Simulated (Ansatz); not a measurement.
## (AlN)3(ZnO)1 [0001] superlattice, started as wurtzite: phonons and vibrational spectra

Aim: the phonons of (AlN)3(ZnO)1 [0001] superlattice, started as wurtzite at a cell relaxed beforehand at this level.

Program: Ansatz 0.2.0. Level of theory: DFT PBEsol, scalar-relativistic, plane waves, PAW. Results are calculated unless marked as measured.

The structure was built from a prototype and need not be the compound's stable phase.

## Step 1: Set-up

It takes space group P3m1 (No. 156, trigonal). Conventional cell: a = 3.166 Å, b = 3.166 Å, c = 10.166 Å, α = 90.00°, β = 90.00°, γ = 120.00°. Nearest to Al lie 1 N at 1.86 Å and 3 O at 1.88 Å. Nearest to Al lie 4 N at 1.86 to 1.94 Å. Nearest to Al lie 4 N at 1.87 to 1.94 Å. N has 4 Al at 1.86 to 1.94 Å nearest. Nearest to N lie 4 Al at 1.86 to 1.94 Å. Nearest to N lie 1 Al at 1.87 Å and 3 Zn at 1.87 Å. Farther neighbours and most contacts between anions are not listed.

## Step 2: Linear response at the zone centre

The cell comes from relaxations at this level that are not shown. The zone centre is the only wavevector solved here; it holds the modes that light can see, as far as symmetry allows. No field response is asked, since the mesh shows no gap.

The input, input.yaml:

```yaml
crystal:
  lattice:
    - [3.1659383627, 0.0, 0.0]
    - [-1.5829691814, 2.7417830489, 0.0]
    - [0.0, 0.0, 10.1662990259]
  atoms:
    - { symbol: Al, position: [0.3333333333, 0.6666666667, 0.0052128752] }
    - { symbol: Al, position: [0.6666666667, 0.3333333333, 0.2521581964] }
    - { symbol: Al, position: [0.3333333333, 0.6666666667, 0.4997221103] }
    - { symbol: "N", position: [0.3333333333, 0.6666666667, 0.1878886705] }
    - { symbol: "N", position: [0.6666666667, 0.3333333333, 0.4348984049] }
    - { symbol: "N", position: [0.3333333333, 0.6666666667, 0.6832782384] }
    - { symbol: O, position: [0.6666666667, 0.3333333333, 0.9635637436] }
    - { symbol: Zn, position: [0.6666666667, 0.3333333333, 0.7232777607] }
kpoints:
  mp_grid: { grid: [15, 15, 4] }
hamiltonian:
  xc: pbesol
scf:
  occupations: { method: methfessel_paxton, width: 0.2 }
output:
  eigenvalues: true
phonons:
  method: dfpt
```

The run is started by

```console
$ ansatz run input.yaml --threads 8 --pin off --max-ram 14336MiB --backend cpu --events-out ev --progress --plain --runs-dir out
```

Numbers of over 12 decimals in the logs are rounded to 6 here.

What it wrote:

```text
Engine: ansatz 0.2.0, x86_64-unknown-linux-gnu
Pseudopotentials: kind: paw
Pseudopotential: Al, paw, valence charge 3, recommended cutoff 420 eV (normal), Al.paw.azcp
Pseudopotential: N, paw, valence charge 5, recommended cutoff 420 eV (normal), N.paw.azcp
Pseudopotential: O, paw, valence charge 6, recommended cutoff 420 eV (normal), O.paw.azcp
Pseudopotential: Zn, paw, valence charge 12, recommended cutoff 420 eV (normal), Zn.paw.azcp
Functional definition: PBEsol
  exchange = pbesol_x
  correlation = pbesol_c
Crystal: 8 atoms, lattice volume = 88.247 Å³
Basis set: ecut = 420 eV, 1701 PW (Γ), exchange–correlation on 48×48×144 points (8 copies of the dense FFT grid, shifted against one another)
Bands: 29, of which v1, the nominal top of the filled ones, is band 21 counted from 1 (20 counted from 0)
Symmetry: 6 space group operations
k-points: 248 of 900 (irreducible under 2 space group operations, time reversal used)
Non-local potential: Al, projectors of the file, l = 0: 2, l = 1: 2, l = 2: 1
Non-local potential: N, projectors of the file, l = 0: 2, l = 1: 2, l = 2: 1
Non-local potential: O, projectors of the file, l = 0: 2, l = 1: 2, l = 2: 1
Non-local potential: Zn, projectors of the file, l = 0: 2, l = 1: 2, l = 2: 3, l = 3: 1
PAW form: soft (Blöchl's): semilocal exchange-correlation on the pseudo side does not see the compensation charge
PAW frozen core: Al, regenerated for the run's functional, and the local potential with it (the file was generated under x = pbe(κ = 0.804, μ = 0.219515), c = pbe(β = 0.066725))
PAW frozen core: N, regenerated for the run's functional, and the local potential with it (the file was generated under x = pbe(κ = 0.804, μ = 0.219515), c = pbe(β = 0.066725))
PAW frozen core: O, regenerated for the run's functional, and the local potential with it (the file was generated under x = pbe(κ = 0.804, μ = 0.219515), c = pbe(β = 0.066725))
PAW frozen core: Zn, regenerated for the run's functional, and the local potential with it (the file was generated under x = pbe(κ = 0.804, μ = 0.219515), c = pbe(β = 0.066725))
PAW one-centre angular grid: Al, 110 points (default); XC on 64 Gauss nodes
PAW one-centre angular grid: N, 110 points (default); XC on 64 Gauss nodes
PAW one-centre angular grid: O, 110 points (default); XC on 64 Gauss nodes
PAW one-centre angular grid: Zn, 590 points (default); XC on 64 Gauss nodes
Initial density: superposition of atomic densities (neutral atoms: chi_scale 0, normalization atom), corrected by the library's trained network
Initial wavefunctions: pseudopotential atomic-orbital guess
Functional: x = pbesol(κ = 0.804, μ = 0.123457), c = pbesol(β = 0.046)
SCF iter   1: F=—  HF=-6558.761527 eV  |F-HF|=—  |Δ(HF+E_count)|=         —  Δρ=1.25e-2  dr2=2.40e-1  ethr=1.77e-3  ⟨swp⟩=6.1  Hψ=36346  notcnv=0
preconditioner: auto → Kerker (q_TF=auto, 2.411 Å⁻¹)  [metal: Δε(μ)=0.048 eV  Ē_g=12.504 eV  σ=0.200 eV  W_gap=0.20  n_scr=24 (ndim 8)  ℏωp=25.6 eV  f_vac=0.000  D(μ)=0.62/eV (n_scr^D=2)]
SCF iter   2: F=—  HF=-6558.719441 eV  |F-HF|=—  |Δ(HF+E_count)|=   4.21e-2  S|Δr|=    0.00e0  Δρ=3.56e-3  dr2=6.11e-2  ethr=5.71e-4  ⟨swp⟩=1.2  Hψ=9787  notcnv=0
SCF iter   3: F=—  HF=-6558.712908 eV  |F-HF|=—  |Δ(HF+E_count)|=   6.53e-3  S|Δr|=    0.00e0  Δρ=1.94e-3  dr2=3.76e-2  ethr=1.45e-4  ⟨swp⟩=1.0  Hψ=6495  notcnv=0
SCF iter   4: F=—  HF=-6558.708982 eV  |F-HF|=—  |Δ(HF+E_count)|=   3.93e-3  S|Δr|=    0.00e0  Δρ=2.56e-3  dr2=9.21e-3  ethr=8.94e-5  ⟨swp⟩=1.8  Hψ=9174  notcnv=0
SCF iter   5: F=—  HF=-6558.706800 eV  |F-HF|=—  |Δ(HF+E_count)|=   2.18e-3  S|Δr|=    0.00e0  Δρ=8.05e-4  dr2=4.09e-3  ethr=2.19e-5  ⟨swp⟩=2.0  Hψ=12191  notcnv=0  defer=5
SCF iter   6: F=—  HF=-6558.706248 eV  |F-HF|=—  |Δ(HF+E_count)|=   5.52e-4  S|Δr|=    0.00e0  Δρ=5.66e-4  dr2=1.79e-3  ethr=9.73e-6  ⟨swp⟩=1.8  Hψ=9442  notcnv=0  defer=5
SCF iter   7: F=—  HF=-6558.705884 eV  |F-HF|=—  |Δ(HF+E_count)|=   3.64e-4  S|Δr|=    0.00e0  Δρ=3.52e-4  dr2=5.63e-4  ethr=4.27e-6  ⟨swp⟩=1.9  Hψ=10500  notcnv=0  defer=8
SCF iter   8: F=—  HF=-6558.705768 eV  |F-HF|=—  |Δ(HF+E_count)|=   1.16e-4  S|Δr|=    0.00e0  Δρ=2.33e-4  dr2=1.30e-4  ethr=1.34e-6  ⟨swp⟩=2.6  Hψ=11258  notcnv=0  defer=8
SCF iter   9: F=—  HF=-6558.705741 eV  |F-HF|=—  |Δ(HF+E_count)|=   2.72e-5  S|Δr|=    0.00e0  Δρ=9.45e-5  dr2=2.38e-5  ethr=3.10e-7  ⟨swp⟩=2.7  Hψ=10071  notcnv=0  defer=8
SCF iter  10: F=—  HF=-6558.705742 eV  |F-HF|=—  |Δ(HF+E_count)|=   1.04e-6  S|Δr|=    0.00e0  Δρ=8.25e-5  dr2=1.22e-5  ethr=5.66e-8  ⟨swp⟩=2.9  Hψ=11723  notcnv=0  defer=8
[...]
SCF iter  12: F=—  HF=-6558.705741 eV  |F-HF|=—  |Δ(HF+E_count)|=   9.40e-8  S|Δr|=    0.00e0  Δρ=1.31e-5  dr2=7.65e-7  ethr=6.89e-9  ⟨swp⟩=2.0  Hψ=10321  notcnv=0  defer=8
SCF iter  13: F=—  HF=-6558.705741 eV  |F-HF|=—  |Δ(HF+E_count)|=   8.12e-8  S|Δr|=    0.00e0  Δρ=1.08e-5  dr2=4.21e-7  ethr=1.82e-9  ⟨swp⟩=2.2  Hψ=11251  notcnv=0  defer=8
SCF iter  14: F=—  HF=-6558.705740 eV  |F-HF|=—  |Δ(HF+E_count)|=   1.09e-7  S|Δr|=    0.00e0  Δρ=7.52e-6  dr2=5.96e-8  ethr=1.00e-9  ⟨swp⟩=2.7  Hψ=11046  notcnv=0  defer=8
SCF iter  15: F=—  HF=-6558.705740 eV  |F-HF|=—  |Δ(HF+E_count)|=   7.87e-9  S|Δr|=    0.00e0  Δρ=2.30e-6  dr2=1.43e-8  ethr=1.42e-10  ⟨swp⟩=2.0  Hψ=10324  notcnv=0  defer=8
SCF iter  16: F=—  HF=-6558.705740 eV  |F-HF|=—  |Δ(HF+E_count)|=   1.91e-9  S|Δr|=    0.00e0  Δρ=3.61e-6  dr2=9.41e-9  ethr=3.40e-11  ⟨swp⟩=2.0  Hψ=10012  notcnv=0  defer=8
SCF iter  17: F=—  HF=-6558.705740 eV  |F-HF|=—  |Δ(HF+E_count)|=   3.91e-9  S|Δr|=    0.00e0  Δρ=1.24e-6  dr2=5.29e-9  ethr=2.24e-11  ⟨swp⟩=2.0  Hψ=10000  notcnv=0  defer=8
SCF iter  18: F=—  HF=-6558.705740 eV  |F-HF|=—  |Δ(HF+E_count)|=  4.62e-10  S|Δr|=    0.00e0  Δρ=6.90e-7  dr2=1.58e-9  ethr=1.26e-11  ⟨swp⟩=1.0  Hψ=6494  notcnv=0  defer=8
SCF iter  19: F=—  HF=-6558.705740 eV  |F-HF|=—  |Δ(HF+E_count)|=  3.33e-10  S|Δr|=    0.00e0  Δρ=2.22e-7  dr2=4.25e-10  ethr=3.77e-12  ⟨swp⟩=2.1  Hψ=10921  notcnv=0  defer=8
SCF iter  20: F=—  HF=-6558.705740 eV  |F-HF|=—  |Δ(HF+E_count)|=  4.91e-11  S|Δr|=    0.00e0  Δρ=1.23e-7  dr2=4.98e-11  ethr=1.01e-12  ⟨swp⟩=2.5  Hψ=10175  notcnv=0  defer=8
SCF iter  21: F=-6558.705740 eV  HF=-6558.705740 eV  |F-HF|=4.55e-12  |Δ(HF+E_count)|=  8.19e-12  S|Δr|=    0.00e0  Δρ=4.70e-8  dr2=5.69e-12  ethr=1.00e-12  ⟨swp⟩=9.8  Hψ=38689  notcnv=0
SCF 1 converged in 21 iterations: F = -6558.705740 eV  dr2 = 5.69e-12
  greatest PAW one-centre occupation: 0.985 electrons in one spin orbital (limit 2), on the Zn atom at site 7 (counted from 0), in its partial waves of l = 2
DFPT response loops at Γ: preconditioner auto → Kerker (q_TF=auto, 2.411 Å⁻¹) (partly filled bands, converged f_vac=0.000); β = 1.00, the filter's whole step (`scf.mixing.beta` (0.50) is not read by the response loops under this deck's `scf.mixing.preconditioner`; to damp them name `kerker` or `kerker_dos`, under which they read `scf.mixing.beta`, and type it under 1.00, their step now; both keys bind the ground state too); Broyden in place of MSR1
SCF converged after 21 iterations
Stability not checked: this state was not tested for a lower state beside it, because cold or Methfessel-Paxton smearing, or corrected tetrahedra, fill the levels in a way that the test cannot read (fill_not_monotonic; see scf.lower_state_search)
Free energy (F): -6558.705740 eV
Harris-Foulkes:  -6558.705740 eV  (|F-HF|=4.55e-12)
Internal energy: -6558.702130 eV  (E = F + TS)
E sigma→0 (E₀):  -6558.704838 eV
Entropy (-TS):   -0.003610 eV (-0.451 meV/atom)
Fermi energy:    9.623626 eV
--- Per-component energies (eV) ---
  E_band       = 71.242543
  E_kinetic    = 779.487088
  E_local      = -3582.371567  (includes V_loc(G=0)·N_el)
  E_nonlocal   = 829.387140
  E_hartree    = 1505.002748
  E_xc         = -510.200289
  E_vxc        = -467.937405  (∫ρ·V_xc dr)
  E_paw        = -3673.737734  (= ΣΔE_a)
  E_vpaw       = -497.330556  (= ΣTr[D̂ρ^β])
  E_aug_tail   = 0.002373  (compensation charges beyond the density's cutoff)
  E_ewald      = -1907.246245
  E_core_change = 0.974356  (= ΣΔE_core)
  E_smearing   = -0.003610  (= −TS)
  E_closure    = 0.000000  (closes the sum)
  Σ components = -6558.705740   (vs F -6558.705740, Δ=0.00e0)
--- Band table (eV; the first three rows and the last of 248) ---
  k-point 0: bands = [... 17 lower, 6.8287, 6.8287, 8.8500, 9.8672, 9.8672, 11.9352, 12.5763, 13.4131, ... 4 higher]
  k-point 1: bands = [... 17 lower, 6.8292, 6.8292, 9.0666, 9.8673, 9.8673, 11.6831, 12.6749, 13.5124, ... 4 higher]
  k-point 2: bands = [... 17 lower, 6.8297, 6.8297, 9.2781, 9.8674, 9.8674, 11.4625, 12.7286, 13.6123, ... 4 higher]
  k-point 247: bands = [... 17 lower, 5.1736, 6.1095, 6.8123, 7.2528, 11.7596, 12.7180, 13.1983, 13.9233, ... 4 higher]
--- Phonons (Γ-DFPT): 16 representative perturbations + reference, on 248 of 900 k-points (Σ response iterations 56) ---
  k mesh reduced under 2 symmetry operations, with k and −k counted as one. Each operation leaves every solved perturbation unchanged. A smaller set is not used because it would not reduce the number of displacements times k-points to solve
  ASR residual: 8.196e-4 → 0.000e0 eV/Å²; symmetrization residual: 2.337e-4 eV/Å²
  ASR residual per site (eV/Å²): 6.12e-4 8.20e-4 2.52e-4 2.43e-4 2.37e-4 4.42e-5 3.49e-5 7.75e-5
  Γ frequencies (cm⁻¹): 0.00 0.00 0.00 83.52 83.52 153.04 153.04 162.28 207.28 207.28 274.73 388.81 512.42 529.81 529.81 559.29 559.29 567.95 567.95 615.53 615.53 653.86 759.07 809.73
  non-analytic LO–TO correction: not included (Born effective charges unavailable; polar crystals: no LO–TO splitting at Γ)
```

It took 2.3 min on 8 threads of Intel Xeon Platinum 8259CL at 2.50GHz (Skylake/Cascade Lake), shared host; peak memory 2.4 GiB.

Numbers from this step:

```
volume per atom                                         : 11.03 Å³
gap on the k-mesh                                       : 0 eV
sum-rule residual before enforcement                    : 8.20e-4 eV/Å²
point group                                             : 3m
highest optical mode at the zone centre (no LO-TO term) : 809.7 cm⁻¹
lowest optical zone-centre mode                         : 83.52 cm⁻¹
```

Patterns of degenerate modes are one choice out of their space. Modes at Γ, with each element's share of the kinetic energy:

```csv
mode,frequency (cm⁻¹),symmetry,Al %,N %,O %,Zn %
1,0.0,acoustic,40,21,8,32
2,0.0,acoustic,40,21,8,32
3,0.0,acoustic,40,21,8,32
4,83.5,E,30,14,12,44
5,83.5,E,30,14,12,44
6,153.0,E,61,20,12,7
7,153.0,E,61,20,12,7
8,162.3,A1,22,9,12,57
9,207.3,E,70,23,5,1
10,207.3,E,70,23,5,1
11,274.7,A1,53,22,14,10
12,388.8,A1,34,21,44,0
13,512.4,A1,68,14,17,0
14,529.8,E,37,0,63,0
15,529.8,E,37,0,63,0
16,559.3,E,30,70,0,0
17,559.3,E,30,70,0,0
18,568.0,E,32,68,0,0
19,568.0,E,32,68,0,0
20,615.5,E,0,84,0,15
21,615.5,E,0,84,0,15
22,653.9,A1,26,70,4,0
23,759.1,A1,31,68,1,0
24,809.7,A1,26,74,1,0
```

Displacements in mode 4 (83.5 cm⁻¹), the largest set to 1:
```
Al1 -1.00 -0.13  0.00
Al2 -0.72 -0.09  0.00
Al3 -0.02  0.00  0.00
N4  -0.76 -0.10  0.00
N5  -0.10 -0.01  0.00
N6   0.87  0.11  0.00
O7  -0.99 -0.13  0.00
Zn8  0.96  0.12  0.00
```

Displacements in mode 24 (809.7 cm⁻¹), the largest set to 1:
```
Al1  0.00  0.00 -0.38
Al2  0.00  0.00 -0.03
Al3  0.00  0.00  0.41
N4   0.00  0.00  1.00
N5   0.00  0.00 -0.75
N6   0.00  0.00 -0.41
O7   0.00  0.00  0.10
Zn8  0.00  0.00  0.01
```

Before it was imposed, the acoustic sum rule was missed by 8.2e-4 eV/Å². Small misses are needed for a sound result but don't prove that mesh and cutoff are converged. The lowest optical mode is real, 83.5 cm⁻¹.

## Step 3: Another isotope, element N, natural mass 14.007 amu

An isotope changes the mass and not the force constants, so no new electronic calculation is needed; the shifts show which modes move this element.

The same force constants with the mass of N changed from 14.007 to 15.000 u (phonopy, no LO-TO term). Both lists are sorted by frequency; levels can cross, so a row need not hold one and the same mode. Modes under 3 cm⁻¹ are left out. Isotope shifts, by row:

```csv
q,rank,natural mass (cm⁻¹),changed mass (cm⁻¹)
0 0 0,4,83.52,83.11
0 0 0,5,83.52,83.11
0 0 0,6,153,152
0 0 0,7,153,152
0 0 0,8,162.3,161.8
0 0 0,9,207.3,205.6
0 0 0,10,207.3,205.6
0 0 0,11,274.7,272.6
0 0 0,12,388.8,386
0 0 0,13,512.4,509.8
0 0 0,14,529.8,529.8
0 0 0,15,529.8,529.8
0 0 0,16,559.3,546.3
0 0 0,17,559.3,546.3
0 0 0,18,568,555
0 0 0,19,568,555
0 0 0,20,615.5,598.1
0 0 0,21,615.5,598.1
0 0 0,22,653.9,638.4
0 0 0,23,759.1,741.8
0 0 0,24,809.7,789.9
```

A mode of this element alone would shift by -3.37 %. The highest zone-centre frequency without the field goes from 809.7 to 789.9 cm⁻¹ (-2.5 %). The product of the frequency ratios over all optical modes at Γ is 0.751; the product rule, (m/m′)^(3k/2) (M′/M)^(3/2) with k = 3 such atoms and M the mass of the cell, gives 0.751.

## Step 4: Another isotope, element O, natural mass 15.999 amu

The same for O, from 16.00 to 18.00 u.

A mode of this element alone would shift by -5.72 %. The highest zone-centre frequency without the field goes from 809.7 to 809.5 cm⁻¹ (-0.0 %). The product of the frequency ratios over all optical modes at Γ is 0.850; the product rule, (m/m′)^(3k/2) (M′/M)^(3/2) with k = 1 such atoms and M the mass of the cell, gives 0.850.

## Step 5: Isotope substitution, element Zn, natural mass 65.38 amu

The same for Zn, from 65.38 to 67.92 u.

A mode of this element alone would shift by -1.89 %. The highest zone-centre frequency without the field goes from 809.7 to 809.7 cm⁻¹ (+0.0 %). The product of the frequency ratios over all optical modes at Γ is 0.962; the product rule, (m/m′)^(3k/2) (M′/M)^(3/2) with k = 1 such atoms and M the mass of the cell, gives 0.962.

## Step 6: What came out

```yaml
space_group_within_0p01_a: P3m1
volume_per_atom: 11.0 Å³
electronic_character: no gap on this mesh
highest_optical_mode_at_the_zone_centre_no_lo_to_term: 810 cm⁻¹
lowest_optical_zone_centre_mode: 83.5 cm⁻¹
imaginary_modes_at_gamma_the_only_wavevector_solved: none
```

The structure is stable against zone-centre distortions, since no mode there is imaginary; other wavevectors were not solved, so zone-boundary instabilities are untested. The optical modes at Γ span 84 to 810 cm⁻¹. No dispersion was computed. The highest mode in this list at Γ, 809.7 cm⁻¹, is mostly motion of N (74 % of the kinetic energy). With no gap, or one that is small against the smearing, the frequencies hang on the k mesh and the smearing, most of all near Kohn anomalies. A semilocal functional can close a gap that the real compound would have, so the metallic treatment may be an artefact of the level. The starting cell was built on a prototype and not taken from a measurement, so the phase need not exist. These are harmonic frequencies at zero temperature: anharmonic shifts, linewidths and thermal expansion are left out.

[Logs are printed without paths, hosts, clocks, repeated set-up lines and the standing remarks that a program may print on its own settings, such as how far it seeks lower states.]

[Hosts, paths, dates, database ids (printed as entryN), source tags and the programs' standing remarks are cut or masked in the printed files.]
